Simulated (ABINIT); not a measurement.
An input for ABINIT 10.8.3 (TiO2 (Pbcn)):

```
acell 3*1.0 Angstrom
rprim 
  4.545349550000 0.000000000000 0.000000000000
  0.000000000000 5.519619440000 0.000000000000
  0.000000000000 0.000000000000 4.909196860000
ntypat 2
znucl 22 8
natom 12
typat 1 1 1 1 2 2 2 2 2 2 2 2
xred 
  0.500000000000 0.672990930000 0.750000000000
  0.000000000000 0.827009070000 0.250000000000
  0.500000000000 0.327009070000 0.250000000000
  0.000000000000 0.172990930000 0.750000000000
  0.728549380000 0.618275360000 0.081350920000
  0.228549380000 0.881724640000 0.918649080000
  0.771450620000 0.881724640000 0.581350920000
  0.271450620000 0.618275360000 0.418649080000
  0.728549380000 0.381724640000 0.581350920000
  0.228549380000 0.118275360000 0.418649080000
  0.771450620000 0.118275360000 0.081350920000
  0.271450620000 0.381724640000 0.918649080000
pp_dirpath "pseudos"
pseudos "Ti.upf, O.upf"
ecut 38
ngkpt 2 2 2
nshiftk 1
shiftk 0 0 0
kptopt 1
chksymbreak 0
istwfk *1
occopt 1
irdwfk 1
optdriver 4
nband 547
gwcalctyp 0
ecutsigx 38
symsigma 1
nkptgw 8
kptgw 
  0.0000000000 0.0000000000 0.0000000000
  0.0000000000 0.0000000000 0.5000000000
  0.5000000000 0.0000000000 0.0000000000
  0.0000000000 0.5000000000 0.0000000000
  0.5000000000 0.5000000000 0.0000000000
  0.5000000000 0.0000000000 0.5000000000
  0.0000000000 0.5000000000 0.5000000000
  0.5000000000 0.5000000000 0.5000000000
bdgw 
  47 50
  47 50
  47 50
  47 50
  47 50
  45 52
  45 52
  45 52
ecuteps 7.4
irdscr 1
ppmodel 1
indata_prefix "in"
outdata_prefix "out"
tmpdata_prefix "tmp"
```

```sh
OMP_NUM_THREADS=1 mpirun -n 4 abinit run.abi > log
```

Estimate wall time and host memory on 4 MPI ranks of Arm Neoverse V1, shared host.

It took 24 min; on shared hardware allow 12 min to 47 min. Peak host memory was 11 GiB.

[Paths, hosts, dates, memory and timing lines, banners, echoed tables and standing remarks are left out of the program output.]

[Logs are printed without paths, hosts, clocks, repeated set-up lines and the standing remarks that a program may print on its own settings, such as how far it seeks lower states.]

[Runs of the session that timed out or met a known fault of the program may be left out.]

[Hosts, paths, dates, database ids (printed as entryN), source tags and the programs' standing remarks are cut or masked in the printed files.]

[G0W0 gaps are taken among the corrected bands and points alone; a level outside them can change the order at an edge.]

[Where Ansatz stands beside ABINIT at settings called matched, ABINIT's density can come from a denser mesh and the files from another edition; pairs whose starting gaps differed by over 0.03 eV were left out, so agreement reads better than it is.]
